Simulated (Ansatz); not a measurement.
# Y2Ti2S2O5 (I4/mmm): the gap up the ladder of methods

What gap does each level of theory give for Y2Ti2S2O5 (I4/mmm), and in what time?

Method: density functionals, hybrids and G0W0, plane waves, PAW, in Ansatz 0.2.0.

This is a report of a sequence of runs, with most program output left out.

In doubt: masses and optical values from hybrid runs of this build are listed as unsure (step 6), which bears on the screening that GW takes from such a start.

## 1. Starting point

It takes space group I4/mmm (No. 139, tetragonal). The conventional cell has a = 3.796 Å, b = 3.796 Å, c = 23.091 Å, α = 90.00°, β = 90.00°, γ = 90.00°. Y has 4 O at 2.46 Å and 5 S at 2.83 to 2.96 Å nearest. Nearest to Ti lie 5 O at 1.81 to 1.96 Å and 1 S at 2.93 Å. Nearest to S lie 5 Y at 2.83 to 2.96 Å and 1 Ti at 2.93 Å. O has 2 Ti at 1.81 Å nearest. O has 2 Ti at 1.96 Å and 2 Y at 2.46 Å nearest. Farther neighbours and most contacts between anions are not listed.

The cell and positions are those that the Materials Project relaxed with its own functionals (PBE, PBE+U or r2SCAN), kept fixed. At the settings of the band run the largest force is still 0.22 eV/Å.

The logs state that the PAW files were generated under PBE.

## 2. r2SCAN on the 8×8×8 mesh

Levels along a band path and on the mesh show where this functional puts the band edges.

This step: DFT, r2SCAN, plane waves, PAW; PAW set soft_1.

Input file input.yaml:

```yaml
crystal:
  lattice:
    - [-1.898002, 1.898002, 11.54533]
    - [1.898002, -1.898002, 11.54533]
    - [1.898002, 1.898002, -11.54533]
  atoms:
    - { symbol: "Y", position: [0.666698, 0.666698, 0.0] }
    - { symbol: "Y", position: [0.333302, 0.333302, 0.0] }
    - { symbol: Ti, position: [0.921493, 0.921493, 0.0] }
    - { symbol: Ti, position: [0.078507, 0.078507, 0.0] }
    - { symbol: S, position: [0.794752, 0.794752, 0.0] }
    - { symbol: S, position: [0.205248, 0.205248, 0.0] }
    - { symbol: O, position: [0.0, 0.0, 0.0] }
    - { symbol: O, position: [0.900805, 0.400805, 0.5] }
    - { symbol: O, position: [0.599195, 0.099195, 0.5] }
    - { symbol: O, position: [0.400805, 0.900805, 0.5] }
    - { symbol: O, position: [0.099195, 0.599195, 0.5] }
kpoints:
  mp_grid: { grid: [8, 8, 8] }
  band_path:
    path:
      - [[0.0, 0.0, 0.0], [0.0, 0.0, 0.5], [0.25, 0.25, 0.25], [0.0, 0.5, 0.0], [0.0, 0.0, 0.0], [0.5, 0.5, -0.5], [0.25675648, 0.74324352, -0.25675648]]
      - [[-0.25675648, 0.25675648, 0.25675648], [0.0, 0.0, 0.0]]
      - [[0.0, 0.0, 0.5], [-0.01351296, 0.01351296, 0.5]]
      - [[0.5, 0.5, -0.01351296], [0.5, 0.5, -0.5]]
    npoints: 10
hamiltonian:
  xc: r2scan
  pseudopotentials: { kind: paw, azcp: { folder: soft_1 } }
scf:
  occupations: { method: fermi_dirac, width: 0.02 }
  n_extra_bands: 7
output:
  eigenvalues: true
  forces: true
  stress: true
```

Run with:

```
$ ansatz run input.yaml --threads 24 --pin off --max-ram 110592MiB --backend cuda --events-out ev --progress --plain --runs-dir out --devices 1 --max-vram 157GiB
```

The job ended after 2.7 s (1 × NVIDIA GB200 with 24 threads of Arm Neoverse V2, shared host; peak memory 1.2 GiB).

Numbers from this step:

| Property | Result |
| --- | --- |
| pressure | -3.167 GPa |
| filled bands | 44 |
| gap | 1.160 eV |
| valence top at | Γ |
| conduction bottom at | Γ |
| least direct gap | 1.160 eV |

Over mesh and path the gap is 1.160 eV, direct, at k = Γ.

## 3. r2SCAN+SOC on the 8×8×8 mesh

This run has two-component orbitals with spin-orbit coupling.

This step: DFT, r2SCAN with spin-orbit coupling, plane waves, PAW; PAW set soft_1.

input.yaml, the sections that differ from step 2:

```yaml
kpoints:
  mp_grid: { grid: [8, 8, 8] }
  band_path:
    path:
      - [0.0, 0.0, 0.0]
      - [0.0, 0.0, 0.5]
      - [0.25, 0.25, 0.25]
      - [0.0, 0.5, 0.0]
      - [0.5, 0.5, -0.5]
      - [0.25675648, 0.74324352, -0.25675648]
      - [-0.25675648, 0.25675648, 0.25675648]
      - [-0.01351296, 0.01351296, 0.5]
    npoints: 1
hamiltonian:
  xc: r2scan
  pseudopotentials: { kind: paw_fr, azcp: { folder: soft_1 } }
scf:
  occupations: { method: fermi_dirac, width: 0.02 }
  n_extra_bands: 14
magnetization:
  noncollinear: true
  spin_orbit: true
# crystal, output: as in step 2
```

Elapsed: 3.9 s, on 1 × NVIDIA GB200 with 24 threads; peak memory 1.6 GiB; 28 s of CPU time.

This step gave:

```yaml
pressure: -3.167 GPa
gap: 1.118 eV
valence_top_at: Γ
conduction_bottom_at: Γ
least_direct_gap: 1.118 eV
```

Over mesh and listed points the gap is 1.118 eV, direct, at k = Γ. r2SCAN+SOC against r2SCAN: 1.118 − 1.160 = −0.042 eV, with the same mesh, set of files (read in its fully relativistic form for the spin-orbit run) and cutoff, and both edges at the same k points. The spin-orbit run sees mesh and listed points alone, so its gap is an upper bound: the coupling can move an edge off these points, and the change over the zone, its sign included where it is small, is not known.

## 4. HSE06 on the 6×6×6 mesh

HSE06 mixes in a quarter of exact exchange at short range.

This step: DFT, HSE06, plane waves, PAW; PAW set soft_1.

Edit input.yaml of step 3 so:

```diff
@@ -18,3 +18,3 @@
 kpoints:
-  mp_grid: { grid: [8, 8, 8] }
+  mp_grid: { grid: [6, 6, 6] }
   band_path:
@@ -31,13 +31,8 @@
 hamiltonian:
-  xc: r2scan
-  pseudopotentials: { kind: paw_fr, azcp: { folder: soft_1 } }
+  xc: hse06
+  pseudopotentials: { kind: paw, azcp: { folder: soft_1 } }
 scf:
-  occupations: { method: fermi_dirac, width: 0.02 }
-  n_extra_bands: 14
-magnetization:
-  noncollinear: true
-  spin_orbit: true
+  occupations: { method: fixed }
+  n_extra_bands: 7
 output:
   eigenvalues: true
-  forces: true
-  stress: true
```

It took 23 s on 1 × NVIDIA GB200 with 24 threads; peak memory 3.5 GiB.

This step gave:

| Item | Value |
| --- | --- |
| gap | 1.972 eV |
| valence top at | Γ |
| conduction bottom at | Γ |
| least direct gap | 1.972 eV |
| exact-exchange fraction | 0.25 |

Over mesh and listed points the gap is 1.972 eV, direct, at k = Γ. HSE06 against r2SCAN: 1.972 − 1.160 = +0.812 eV. The runs also differ in mesh (8×8×8 and 6×6×6) and plane-wave cutoff (500 eV and 420 eV), so how much of this comes from the functional alone is not known. The program's warnings for this run: metallic iterate.

## 5. G0W0@r2SCAN, 6×6×6 mesh, 764 empty bands, screening to 160 eV, PAW set soft_1 files

G0W0 replaces the xc potential by a self-energy built once from the orbitals of the start. Levels are corrected in the window of bands that the input names, at points of the mesh.

This step: G0W0 on r2SCAN, plane waves, PAW; PAW set soft_1.

Edit input.yaml of step 4 so:

```diff
@@ -19,15 +19,4 @@
   mp_grid: { grid: [6, 6, 6] }
-  band_path:
-    path:
-      - [0.0, 0.0, 0.0]
-      - [0.0, 0.0, 0.5]
-      - [0.25, 0.25, 0.25]
-      - [0.0, 0.5, 0.0]
-      - [0.5, 0.5, -0.5]
-      - [0.25675648, 0.74324352, -0.25675648]
-      - [-0.25675648, 0.25675648, 0.25675648]
-      - [-0.01351296, 0.01351296, 0.5]
-    npoints: 1
 hamiltonian:
-  xc: hse06
+  xc: r2scan
   pseudopotentials: { kind: paw, azcp: { folder: soft_1 } }
@@ -35,4 +24,7 @@
   occupations: { method: fixed }
-  n_extra_bands: 7
-output:
-  eigenvalues: true
+gw:
+  n_empty_bands: 764
+  ecut_chi: 160.0
+  qp_bands: [v3, c3]
+  qp_kpoints: band_edges
+  screening: { model: contour_deformation }
```

It took 4.1 min on 1 × NVIDIA GB200 with 24 threads; peak memory 8.5 GiB; 11 min of CPU time.

Numbers from this step:

| Quantity | Value |
| --- | --- |
| bands summed | 808 |
| RPA ε∞ on this mesh (eigenvalues) | 5.664, 5.664, 5.762 |
| plane waves in the screening matrix | 787 |
| G0W0 gap over the corrected points | 2.788 eV |
| k of the valence top | 0, 0, 0 |
| k of the conduction bottom | 0, 0, 0 |
| starting gap on the mesh | 1.159 eV |
| Z at the valence top | 0.7752 |
| Z at the conduction bottom | 0.7283 |
| least direct G0W0 gap over the corrected points | 2.788 eV |

Over 19 of 30 irreducible mesh points the G0W0 gap is 2.788 eV, direct, at k = Γ. The r2SCAN gap of this run on the mesh is 1.159 eV. The two states that bound the G0W0 gap lie that far apart at the start, so the correction of the gap is 2.788 − 1.159 = +1.629 eV.

## 6. G0W0@HSE06, 6×6×6 mesh, 355 empty bands, screening to 96 eV, PAW set soft_1 files

This step: G0W0 on HSE06, plane waves, PAW; PAW set soft_1.

Edit input.yaml of step 5 so:

```diff
@@ -20,3 +20,3 @@
 hamiltonian:
-  xc: r2scan
+  xc: hse06
   pseudopotentials: { kind: paw, azcp: { folder: soft_1 } }
@@ -25,4 +25,4 @@
 gw:
-  n_empty_bands: 764
-  ecut_chi: 160.0
+  n_empty_bands: 355
+  ecut_chi: 96
   qp_bands: [v3, c3]
```

The job ended after 2.6 min (1 × NVIDIA GB200 with 24 threads; peak memory 5.3 GiB; 8.6 min of CPU time).

This step gave:

| Property | Result |
| --- | --- |
| bands summed | 399 |
| RPA ε∞ on this mesh (eigenvalues) | 4.847, 4.847, 4.911 |
| plane waves in the screening matrix | 343 |
| G0W0 gap over the corrected points | 2.919 eV |
| k of the valence top | 0, 0, 0 |
| k of the conduction bottom | 0, 0, 0 |
| starting gap on the mesh | 1.973 eV |
| Z at the valence top | 0.7973 |
| Z at the conduction bottom | 0.7635 |
| least direct G0W0 gap over the corrected points | 2.919 eV |

Over 24 of 30 irreducible mesh points the G0W0 gap is 2.919 eV, direct, at k = Γ. The HSE06 gap of this run on the mesh is 1.973 eV. The two states that bound the G0W0 gap lie that far apart at the start, so the correction of the gap is 2.919 − 1.973 = +0.946 eV. G0W0@HSE06 against G0W0@r2SCAN with 399 bands (a further run, in the table below): 2.919 − 2.775 = +0.144 eV. The runs also differ in plane-wave cutoff (500 eV and 420 eV), so how much of this comes from the start alone is not known. The program's warnings for this run: metallic iterate.

## 7. Gap and time by level

Each gap is the least one over the points named; times are wall times on shared hosts, not benchmarks. A G0W0 time includes the run's own self-consistent start. Runs with listed points see these and the mesh alone, so an edge that moves elsewhere is missed. Rows marked * are further runs, not shown as steps, whose inputs differ from the G0W0 step on the same start in the columns given; solver thresholds can differ too.

```tsv
level	mesh	files, cutoff	bands summed, screening	points	gap (eV)	valence top	conduction bottom	least direct gap (eV)	time
r2SCAN	8×8×8	soft_1 PAW, 500 eV	-	mesh and path	1.160	Γ	Γ	1.160	2.7 s
r2SCAN+SOC	8×8×8	soft_1 PAW, 500 eV	-	mesh and listed points	1.118	Γ	Γ	1.118	3.9 s
HSE06	6×6×6	soft_1 PAW, 420 eV	-	mesh and listed points	1.972	Γ	Γ	1.972	23 s
G0W0@r2SCAN*	6×6×6	soft_1 PAW, 500 eV	169, 48 eV	19 of 30 irreducible mesh points	2.850	Γ	Γ	2.850	51 s
G0W0@r2SCAN*	6×6×6	soft_1 PAW, 500 eV	399, 96 eV	21 of 30 irreducible mesh points	2.775	Γ	Γ	2.775	1.8 min
G0W0@r2SCAN	6×6×6	soft_1 PAW, 500 eV	808, 160 eV	19 of 30 irreducible mesh points	2.788	Γ	Γ	2.788	4.1 min
G0W0@r2SCAN*	4×4×4	soft_1 PAW, 500 eV	399, 96 eV	7 of 13 irreducible mesh points	2.774	Γ	Γ	2.774	16 s
G0W0@HSE06	6×6×6	soft_1 PAW, 420 eV	399, 96 eV	24 of 30 irreducible mesh points	2.919	Γ	Γ	2.919	2.6 min
```

## 8. What came out

```
r2SCAN, over mesh and path                                            : 1.160 eV
r2SCAN+SOC, over mesh and listed points                               : 1.118 eV
HSE06, over mesh and listed points                                    : 1.972 eV
G0W0@r2SCAN (808 bands, 6×6×6), over 19 of 30 irreducible mesh points : 2.788 eV
G0W0@HSE06, over 24 of 30 irreducible mesh points                     : 2.919 eV
known limits                                                          : finite bands, screening cutoff and k mesh; no spin-orbit coupling in G0W0
```

In words: The rows run from 1.118 eV (r2SCAN+SOC) to 2.919 eV (G0W0@HSE06). They differ in mesh, plane-wave cutoff, bands and screening cutoff of G0W0 and the points over which the gap was sought as well as in level, so only pairs that share these are like for like. r2SCAN+SOC against r2SCAN: 1.118 − 1.160 = −0.042 eV, with the same mesh, set of files (read in its fully relativistic form for the spin-orbit run) and cutoff, and both edges at the same k points. The spin-orbit run sees mesh and listed points alone, so its gap is an upper bound: the coupling can move an edge off these points, and the change over the zone, its sign included where it is small, is not known. G0W0@r2SCAN (808 bands, 6×6×6) moves the gap of its own start on the mesh by 2.788 − 1.159 = +1.629 eV, between the same two levels. Both edges that r2SCAN shows over mesh and path lie at k points where levels were corrected. Levels at other points were not corrected, so a lower G0W0 gap elsewhere in the zone is not ruled out. G0W0@HSE06 moves the gap of its own start on the mesh by 2.919 − 1.973 = +0.946 eV, between the same two levels. Both edges that HSE06 shows over mesh and listed points lie at k points where levels were corrected. Levels at other points were not corrected, so a lower G0W0 gap elsewhere in the zone is not ruled out. What spin-orbit coupling does to the G0W0 levels was not computed, so no sum with the G0W0 gap is formed. For G0W0@r2SCAN: from 169 bands and 48 eV to 808 bands and 160 eV the gap moves by 2.788 − 2.850 = −0.062 eV (rung by rung 2.850, 2.775, 2.788 eV); bands and screening cutoff rise together, so their parts are not told apart. The gap turns back along the series (2.850, 2.775, 2.788 eV), so no line is drawn and the limit is not known. The other G0W0 rows are shown at one basis each (399 bands), so their distance from the limit is not known here. With the 4×4×4 mesh in place of the 6×6×6 mesh and all else as in the G0W0@r2SCAN row with 399 bands, the gap differs by 2.774 − 2.775 = −0.001 eV, and that of the start by 1.153 − 1.159 = −0.006 eV. For G0W0@HSE06: the program's warnings for this run: metallic iterate. The G0W0 runs are scalar-relativistic. G0W0 is shown with one set of atomic data (soft_1 PAW), so the error from the files is not known here. Failed or unusable runs of this series, left out of the table: G0W0@r2SCAN (6×6×6 mesh, hard PAW files, 1050 eV, 355 empty bands) reached its time limit after 85 s.

[Paths, hosts, dates, memory and timing lines, banners, echoed tables and standing remarks are left out of the program output.]

[Logs are printed without paths, hosts, clocks, repeated set-up lines and the standing remarks that a program may print on its own settings, such as how far it seeks lower states.]

[Runs of the session that timed out or met a known fault of the program may be left out.]

[Cells called generated may have been cut or substituted from an entry of the Crystallography Open Database or the Materials Project.]

[Hosts, paths, dates, database ids (printed as entryN), source tags and the programs' standing remarks are cut or masked in the printed files.]

[Where an RPA ε∞ is given, it is that of the G0W0 mesh and is not shown converged in it. Names of k-points follow the symmetry that the program found, which can be lower than the space group named. Band edges on a path are those of the sampled points; other points can move an edge, and change direct to indirect where valleys lie close.]

[Hybrid gaps are those of their k-mesh and are not shown converged in it.]
